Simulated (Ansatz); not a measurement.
# How fast states decay through LaAgSeO, part 2 of 3

Aim: relax a made-up compound, LaAgSeO, and see how good a tunnel barrier it would be. It is built by putting Se for part of the O in the LaAgO2 structure of space group P6_3/mmc, with the volume rescaled by atomic radii. The parent structure comes from the Materials Project.

Ansatz 0.2.0; PBE DFT, plane waves, PAW files (the session's first sound run).

So far. Step 2 (Relaxing the new crystal): The largest force component on a free atom ends at 0.0011 eV/Å.

The structure was built from a prototype and need not be the compound's stable phase.

**3. The bulk crystal and its band edges**

The energy window and the wavevectors of the next steps follow from the band edges, so these are searched first, off the mesh as well.

Input file input.yaml:

```yaml
crystal:
  lattice:
    - [4.0842097725, 0.0, 0.0]
    - [-2.0421048862, 3.5370294174, 0.0]
    - [0.0, 0.0, 14.237010533]
  atoms:
    - { symbol: La, position: [0.0, 0.0, -0.0317078442] }
    - { symbol: La, position: [0.0, 0.0, 0.4682921558] }
    - { symbol: Ag, position: [0.3333333333, 0.6666666667, 0.2679203472] }
    - { symbol: Ag, position: [0.6666666667, 0.3333333333, 0.7679203472] }
    - { symbol: Se, position: [0.3333333333, 0.6666666667, 0.0979341796] }
    - { symbol: O, position: [0.3333333333, 0.6666666667, 0.4158533174] }
    - { symbol: Se, position: [0.6666666667, 0.3333333333, 0.5979341796] }
    - { symbol: O, position: [0.6666666667, 0.3333333333, 0.9158533174] }
kpoints:
  mp_grid: { grid: [8, 8, 2] }
  band_path: { path: [VBM, CBM], npoints: 30 }
scf:
  occupations: { method: fixed }
hamiltonian:
  xc: pbe
output:
  eigenvalues: true
  write_potential: true
  write_density: true
  volumetric_format: npy
```

The run is started by

```bash
> ansatz run input.yaml --threads 2 --pin off --max-ram 4096MiB --backend cpu --events-out ev --progress --plain --runs-dir out
```

Numbers of over 12 decimals in the logs are rounded to 6 here.

The program printed:

```text
[...]
Crystal: 8 atoms, lattice volume = 205.667 Å³
Basis set: ecut = 420 eV, 4007 PW (Γ)
Bands: 63, of which v1, the nominal top of the filled ones, is band 52 counted from 1 (51 counted from 0)
Symmetry: 12 space group operations
[...]
k-points: 20 of 128
[...]
SCF iter   1: F=—  HF=-39762.646265 eV  |F-HF|=—  |Δ(HF+E_count)|=         —  Δρ=3.13e-3  dr2=4.28e-2  ethr=1.77e-3  ⟨swp⟩=5.1  Hψ=3705  notcnv=0  defer=167
[...]
SCF iter   9: F=-39762.644016 eV  HF=-39762.644016 eV  |F-HF|=2.16e-8  |Δ(HF+E_count)|=   2.00e-7  Δρ=4.09e-6  dr2=4.05e-8  ethr=9.62e-11  ⟨swp⟩=12.2  Hψ=5714  notcnv=0
SCF 1 converged in 9 iterations: F = -39762.644016 eV  dr2 = 4.05e-8
[...]
NSCF: frozen V_eff on 28 k-points
[...]
SCF converged after 9 iterations
Free energy (F): -39762.644016 eV
[...]
Internal energy: -39762.644016 eV  (E = F + TS)
E sigma→0 (E₀):  -39762.644016 eV
Fermi energy:    7.833398 eV
[...]
--- Band table (eV; the first three rows and the last of 20) ---
  k-point 0: bands = [... 48 lower, 7.6145, 7.6145, 7.8334, 7.8334, 9.0125, 9.8294, 10.6285, 10.8592, ... 7 higher]
  k-point 1: bands = [... 48 lower, 7.7262, 7.7262, 7.7262, 7.7262, 9.4686, 9.4686, 10.7176, 10.7176, ... 7 higher]
  k-point 2: bands = [... 48 lower, 7.2766, 7.4625, 7.5250, 7.7374, 9.2548, 9.8316, 10.5984, 10.8533, ... 7 higher]
  k-point 19: bands = [... 48 lower, 6.5315, 6.5315, 6.8641, 6.8641, 10.1321, 10.1321, 10.4693, 10.4693, ... 7 higher]
```

Elapsed: 40 s, on 2 threads of Arm Neoverse V2, shared host; peak memory 0.59 GiB.

The column dr2 measures how far the density is from self-consistency, as an energy; F and HF (Harris–Foulkes) agree once it is small.

Numbers from this step:

```yaml
free_energy: -39762.6440 eV
fermi_energy: 7.833 eV
gap_on_the_k_mesh: 1.179 eV
gap_on_path: 1.179 eV, by band count; negative where bands overlap
direct_gap_on_path: 1.179 eV
edge_places_on_path: 0, 0 1/A along the path
```

Levels at VBM (eV): -5.35, -4.92, -4.36, -4.36, -4.25, -4.25, -3.41, -3.41, -3.41, -3.41, -3.30, -3.13, -3.03, -3.03, -2.90, -2.79, -2.79, -2.18, -0.22, -0.22, 0.00, 0.00, 1.18, 2.00, 2.80, 3.03, 3.16, 3.16, 3.16, 3.16, 3.39, 3.39, 3.41.

The searched edges give 1.18 eV, as on the mesh.

**4. Decaying states in the gap**

This step: PBE DFT, plane waves, PAW files; complex bands by layer matching along the plane's normal (Ansatz 0.2.0).

The same crystal is laid in a cell whose first two vectors span the (001) plane (indices of the standard conventional cell, whose axes can be ordered otherwise than in the bulk input). At fixed energy and wavevector in the plane the solver finds all kz, real and complex. A few wavevectors are listed, (0, 0) and (0.5, 0) in units of the plane's reciprocal vectors; the slowest state needn't be among them.

Input file input.yaml:

```yaml
crystal:
  lattice:
    - [4.084209773, 0.0, 0.0]
    - [2.042104886, 3.537029417, 0.0]
    - [0.0, 0.0, 14.237010533]
  atoms:
    - { symbol: La, position: [0.0, 0.0, 0.9682921558] }
    - { symbol: La, position: [0.0, 0.0, 0.4682921558] }
    - { symbol: Ag, position: [0.6666666667, 0.6666666667, 0.2679203472] }
    - { symbol: Ag, position: [0.3333333333, 0.3333333333, 0.7679203472] }
    - { symbol: Se, position: [0.6666666667, 0.6666666667, 0.0979341796] }
    - { symbol: O, position: [0.6666666667, 0.6666666667, 0.4158533174] }
    - { symbol: Se, position: [0.3333333333, 0.3333333333, 0.5979341796] }
    - { symbol: O, position: [0.3333333333, 0.3333333333, 0.9158533174] }
kpoints:
  mp_grid: { grid: [6, 6, 2] }
scf:
  occupations: { method: fixed }
hamiltonian:
  xc: pbe
output:
  eigenvalues: true
  transmission:
    leads: [[0, 0]]
    kpoints: [[0.0, 0.0], [0.5, 0.0]]
    e_range: [-1.0, 2.18]
    de: 0.05
```

The program printed:

```text
[...]
Crystal: 8 atoms, lattice volume = 205.667 Å³
Basis set: ecut = 420 eV, 4007 PW (Γ)
Bands: 63, of which v1, the nominal top of the filled ones, is band 52 counted from 1 (51 counted from 0)
Symmetry: 12 space group operations
[...]
k-points: 14 of 72
[...]
SCF iter   1: F=—  HF=-39762.645862 eV  |F-HF|=—  |Δ(HF+E_count)|=         —  Δρ=3.13e-3  dr2=4.28e-2  ethr=1.77e-3  ⟨swp⟩=5.2  Hψ=2623  notcnv=0  defer=112
[...]
SCF iter   9: F=-39762.643501 eV  HF=-39762.643501 eV  |F-HF|=2.00e-8  |Δ(HF+E_count)|=   1.85e-7  Δρ=4.07e-6  dr2=3.96e-8  ethr=9.62e-11  ⟨swp⟩=12.4  Hψ=4012  notcnv=0
SCF 1 converged in 9 iterations: F = -39762.643501 eV  dr2 = 3.96e-8
[...]
transmission: 18 of 36 steps passed
transmission: 36 of 36 steps passed
SCF converged after 9 iterations
Free energy (F): -39762.643501 eV
[...]
Internal energy: -39762.643501 eV  (E = F + TS)
E sigma→0 (E₀):  -39762.643501 eV
Fermi energy:    7.833771 eV
[...]
--- Band table (eV; the first three rows and the last of 14) ---
  k-point 0: bands = [... 48 lower, 7.6149, 7.6149, 7.8338, 7.8338, 9.0126, 9.8295, 10.6288, 10.8594, ... 7 higher]
  k-point 1: bands = [... 48 lower, 7.7266, 7.7266, 7.7266, 7.7266, 9.4687, 9.4687, 10.7179, 10.7179, ... 7 higher]
  k-point 2: bands = [... 48 lower, 7.1075, 7.2465, 7.4691, 7.6752, 9.4030, 9.8174, 10.5854, 10.8106, ... 7 higher]
  k-point 13: bands = [... 48 lower, 6.5756, 6.5756, 6.7711, 6.7711, 10.1627, 10.1627, 10.5385, 10.5385, ... 7 higher]
--- Transmission ---
  basis      : 121 plane waves across, 18 finite elements along
  points     : 2, as listed
  energies   : 64 from -1.000000 to 2.150000 eV about the Fermi level, 0.050000 eV apart; the leads are filled to 0.589394 eV, and channels, transmission and decay are at 0.600000 eV
  crystal 0  : O2La2Se2Ag2, at the sites [0, 0], period 14.2370 Å: whole cells are its period
    offset         : up to 0.0000 Å between an atom of the period and one for which it stands
    channels       : 0.000000e0 a spin
    conductance    : none, the energies end too early or step too widely for 300 K: set another output.transmission.e_range or a lower de, or, where they end at an eighth of basis.ecutwfc, a higher one
    slowest decay  : 0.1852 /Å at (0.0000, 0.0000)
```

It took 19 s on 2 threads; peak memory 0.65 GiB.

Numbers from this step:

```
free energy                                               : -39762.6435 eV
Fermi energy                                              : 7.834 eV
level to which the leads are filled                       : 0.5894 eV from the Fermi level
decay constant at the filling level, zone centre          : 0.1852 Å⁻¹
decay constant at the filling level, slowest listed point : 0.1852 Å⁻¹
```

K parallel (0, 0); values up to 1.266 1/Å, a degenerate pair printed once or twice; energies at which all values exceed this have no row. Table of Im kz of the slowest decaying states by energy, zero at the highest filled level on the SCF mesh:

```tsv
energy (eV)	decay 1 (Å⁻¹)	decay 2 (Å⁻¹)	decay 3 (Å⁻¹)	decay 4 (Å⁻¹)
-1.00	0.233	0.353	0.703	1.11
-0.85	0.238	0.336	0.704	1.11
-0.75	0.240	0.321	0.704	1.10
-0.60	0.242	0.290	0.703	1.10
-0.50	0.242	0.261	0.703	1.10
-0.35	0.194	0.240	0.701	1.09
-0.25	0.101	0.238	0.700	1.09
-0.10	0.234	0.697	1.09	1.17
0.00	0.00551	0.230	0.695	1.08
0.15	0.217	0.223	0.692	1.08
0.25	0.217	0.268	0.689	1.08
0.40	0.205	0.321	0.685	1.07
0.50	0.196	0.348	0.681	1.07
0.65	0.179	0.380	0.676	1.06
0.75	0.165	0.398	0.672	1.05
0.90	0.138	0.421	0.666	1.05
1.00	0.113	0.434	0.662	1.03
1.15	0.0470	0.451	0.655	1.01
1.25	0.461	0.650	0.997	1.03
1.40	0.474	0.642	0.972	1.02
1.50	0.481	0.637	0.954	1.01
1.65	0.491	0.629	0.925	1.01
1.75	0.497	0.624	0.903	0.999
1.90	0.503	0.618	0.865	0.990
2.00	0.0242	0.507	0.615	0.834
2.15	0.145	0.511	0.618	0.771
```

K parallel (0.5, 0); values up to 1.266 1/Å, a degenerate pair printed once or twice; energies at which all values exceed this have no row. Im kz of the slowest decaying states against energy, zero at the highest filled level on the SCF mesh:

```tsv
energy (eV)	decay 1 (Å⁻¹)	decay 2 (Å⁻¹)	decay 3 (Å⁻¹)	decay 4 (Å⁻¹)
-1.00	0.316	0.336	0.501	1.13
-0.85	0.300	0.338	0.518	1.16
-0.75	0.256	0.350	0.475	0.577
-0.60	0.365	0.441	0.627	1.18
-0.50	0.374	0.430	0.645	1.19
-0.35	0.310	0.385	0.419	0.663
-0.25	0.383	0.391	0.413	0.671
-0.10	0.398	0.404	0.464	0.680
0.00	0.399	0.402	0.510	0.684
0.15	0.390	0.407	0.573	0.688
0.25	0.384	0.409	0.614	0.690
0.40	0.373	0.411	0.680	0.691
0.50	0.366	0.412	0.692	0.732
0.65	0.353	0.412	0.691	0.858
0.75	0.343	0.411	0.690	0.940
0.90	0.326	0.409	0.687	0.946
1.00	0.314	0.407	0.685	0.948
1.15	0.291	0.403	0.681	0.823
1.25	0.274	0.399	0.678	0.776
1.40	0.242	0.393	0.673	0.731
1.50	0.214	0.388	0.668	0.708
1.65	0.156	0.380	0.661	0.679
1.75	0.0863	0.373	0.656	0.662
1.90	0.362	0.638	0.647	1.24
2.00	0.354	0.623	0.640	1.20
2.15	0.343	0.600	0.629	1.14
```

At the listed wavevectors the last open channel is at -0.05 eV and the next at +1.20 eV on the grid. At +0.60 eV, the grid energy nearest the filling level (the middle of the gap on the SCF mesh), the slowest state at the listed wavevectors decays with κ = 0.185 Å⁻¹, its amplitude falling by e over 5.4 Å. Through 1 nm of this crystal that state's transmission falls by exp(−2 × 0.185 Å⁻¹ × 10 Å) = 0.025.

**5. Decay over the two-dimensional zone**

The listed points could miss the slowest state, so one energy near mid-gap is solved on a mesh of 10×10.

Changes to input.yaml since step 4:

```diff
@@ -22,6 +22,2 @@
   eigenvalues: true
-  transmission:
-    leads: [[0, 0]]
-    kpoints: [[0.0, 0.0], [0.5, 0.0]]
-    e_range: [-1.0, 2.18]
-    de: 0.05
+  transmission: { leads: [[0, 0]], kmesh: [10, 10], e_range: [0.59, 0.6], de: 0.05 }
```

The program printed:

```text
[...]
Crystal: 8 atoms, lattice volume = 205.667 Å³
Basis set: ecut = 420 eV, 4007 PW (Γ)
Bands: 63, of which v1, the nominal top of the filled ones, is band 52 counted from 1 (51 counted from 0)
Symmetry: 12 space group operations
[...]
k-points: 14 of 72
[...]
SCF iter   1: F=—  HF=-39762.645862 eV  |F-HF|=—  |Δ(HF+E_count)|=         —  Δρ=3.13e-3  dr2=4.28e-2  ethr=1.77e-3  ⟨swp⟩=5.2  Hψ=2623  notcnv=0  defer=112
[...]
SCF iter   9: F=-39762.643501 eV  HF=-39762.643501 eV  |F-HF|=2.00e-8  |Δ(HF+E_count)|=   1.85e-7  Δρ=4.07e-6  dr2=3.96e-8  ethr=9.62e-11  ⟨swp⟩=12.4  Hψ=4012  notcnv=0
SCF 1 converged in 9 iterations: F = -39762.643501 eV  dr2 = 3.96e-8
[...]
transmission: 72 of 252 steps passed
transmission: 144 of 252 steps passed
transmission: 216 of 252 steps passed
transmission: 252 of 252 steps passed
SCF converged after 9 iterations
Free energy (F): -39762.643501 eV
[...]
Internal energy: -39762.643501 eV  (E = F + TS)
E sigma→0 (E₀):  -39762.643501 eV
Fermi energy:    7.833771 eV
[...]
--- Band table (eV; the first three rows and the last of 14) ---
  k-point 0: bands = [... 48 lower, 7.6149, 7.6149, 7.8338, 7.8338, 9.0126, 9.8295, 10.6288, 10.8594, ... 7 higher]
  k-point 1: bands = [... 48 lower, 7.7266, 7.7266, 7.7266, 7.7266, 9.4687, 9.4687, 10.7179, 10.7179, ... 7 higher]
  k-point 2: bands = [... 48 lower, 7.1075, 7.2465, 7.4691, 7.6752, 9.4030, 9.8174, 10.5854, 10.8106, ... 7 higher]
  k-point 13: bands = [... 48 lower, 6.5756, 6.5756, 6.7711, 6.7711, 10.1627, 10.1627, 10.5385, 10.5385, ... 7 higher]
--- Transmission ---
  basis      : 121 plane waves across, 18 finite elements along
  points     : 14, standing for a mesh of 10 x 10
  energies   : 1 from 0.590000 to 0.590000 eV about the Fermi level; the leads are filled to 0.589394 eV, and channels, transmission and decay are at 0.590000 eV
[...]
channels       : 0.000000e0 a spin
    conductance    : none, crystal 0 has no channel at the energies, or these end too early or step too widely for 300 K: set another output.transmission.e_range or a lower de, or, where they end at an eighth of basis.ecutwfc, a higher one
    slowest decay  : 0.1864 /Å at (0.0000, 0.0000)
```

Wall time 16 s (2 threads); peak memory 0.71 GiB.

This step gave:

* least decay constant on the mesh: 0.1864 Å⁻¹

Slowest decay constant (1/Å; 0 where a channel is open) over k1 and k2. At 0.5900 eV from the Fermi level.

Ten even steps from '0' (0.186) to '9' (0.414):
```
6999644544
6996455554
6965532355
6645211254
7453101354
6452112546
6553235569
6455554699
6445446999
7666676666
```
Columns: k1 (b1) from -0.5 to 0.4; rows upwards: k2 (b2) from -0.5 to 0.4.

The least value on the mesh is 0.186 Å⁻¹ at +0.59 eV. At that energy the listed points give about 0.186 Å⁻¹ by interpolation, so the mesh holds no clearly slower state.

**6. Band edges at another level**

This step: PBEsol DFT, plane waves, PAW files (Ansatz 0.2.0).

The edges again with PBEsol, at the same atoms.

Input file input.yaml:

```yaml
crystal:
  lattice:
    - [4.0842097725, 0.0, 0.0]
    - [-2.0421048862, 3.5370294174, 0.0]
    - [0.0, 0.0, 14.237010533]
  atoms:
    - { symbol: La, position: [0.0, 0.0, -0.0317078442] }
    - { symbol: La, position: [0.0, 0.0, 0.4682921558] }
    - { symbol: Ag, position: [0.3333333333, 0.6666666667, 0.2679203472] }
    - { symbol: Ag, position: [0.6666666667, 0.3333333333, 0.7679203472] }
    - { symbol: Se, position: [0.3333333333, 0.6666666667, 0.0979341796] }
    - { symbol: O, position: [0.3333333333, 0.6666666667, 0.4158533174] }
    - { symbol: Se, position: [0.6666666667, 0.3333333333, 0.5979341796] }
    - { symbol: O, position: [0.6666666667, 0.3333333333, 0.9158533174] }
kpoints:
  mp_grid: { grid: [8, 8, 2] }
  band_path: { path: [VBM, CBM], npoints: 30 }
scf:
  occupations: { method: fixed }
hamiltonian:
  xc: pbesol
output:
  eigenvalues: true
```

The program printed:

```text
[...]
Crystal: 8 atoms, lattice volume = 205.667 Å³
Basis set: ecut = 420 eV, 4007 PW (Γ)
Bands: 63, of which v1, the nominal top of the filled ones, is band 52 counted from 1 (51 counted from 0)
Symmetry: 12 space group operations
[...]
k-points: 20 of 128
[...]
SCF iter   1: F=—  HF=-39344.888098 eV  |F-HF|=—  |Δ(HF+E_count)|=         —  Δρ=1.02e-2  dr2=2.27e-1  ethr=1.77e-3  ⟨swp⟩=5.0  Hψ=3726  notcnv=0  defer=166
[...]
SCF iter   9: F=-39344.847562 eV  HF=-39344.847562 eV  |F-HF|=2.52e-8  |Δ(HF+E_count)|=   6.28e-8  Δρ=2.78e-6  dr2=2.50e-8  ethr=9.62e-11  ⟨swp⟩=12.3  Hψ=5601  notcnv=0
SCF 1 converged in 9 iterations: F = -39344.847562 eV  dr2 = 2.50e-8
[...]
SCF converged after 9 iterations
Free energy (F): -39344.847562 eV
[...]
Internal energy: -39344.847562 eV  (E = F + TS)
E sigma→0 (E₀):  -39344.847562 eV
Fermi energy:    7.699763 eV
[...]
--- Band table (eV; the first three rows and the last of 20) ---
  k-point 0: bands = [... 48 lower, 7.4765, 7.4765, 7.6998, 7.6998, 8.7849, 9.6456, 10.4731, 10.6944, ... 7 higher]
  k-point 1: bands = [... 48 lower, 7.5904, 7.5904, 7.5904, 7.5904, 9.2592, 9.2592, 10.5571, 10.5571, ... 7 higher]
  k-point 2: bands = [... 48 lower, 7.1259, 7.3167, 7.3850, 7.6016, 9.0355, 9.6462, 10.4357, 10.6875, ... 7 higher]
  k-point 19: bands = [... 48 lower, 6.3803, 6.3803, 6.7119, 6.7119, 9.9156, 9.9156, 10.2780, 10.2780, ... 7 higher]
```

Elapsed: 40 s, on 2 threads; peak memory 0.59 GiB; 78 s of CPU time.

This step gave:

```
free energy        : -39344.8476 eV
Fermi energy       : 7.700 eV
gap on the k-mesh  : 1.085 eV
gap on path        : 1.085 eV, by band count; negative where bands overlap
direct gap on path : 1.085 eV
```

Levels at VBM (eV): -5.41, -4.97, -4.38, -4.38, -4.28, -4.28, -3.40, -3.40, -3.40, -3.40, -3.35, -3.16, -3.05, -3.05, -2.96, -2.80, -2.80, -2.22, -0.22, -0.22, 0.00, 0.00, 1.09, 1.95, 2.77, 2.99, 3.15, 3.15, 3.15, 3.15, 3.38, 3.39, 3.39.

The searched edges give 1.09 eV, as on the mesh.

(Continued in part 3 of 3.)

[Logs are printed without paths, hosts, clocks, repeated set-up lines and the standing remarks that a program may print on its own settings, such as how far it seeks lower states.]

[Hosts, paths, dates, database ids (printed as entryN), source tags and the programs' standing remarks are cut or masked in the printed files.]
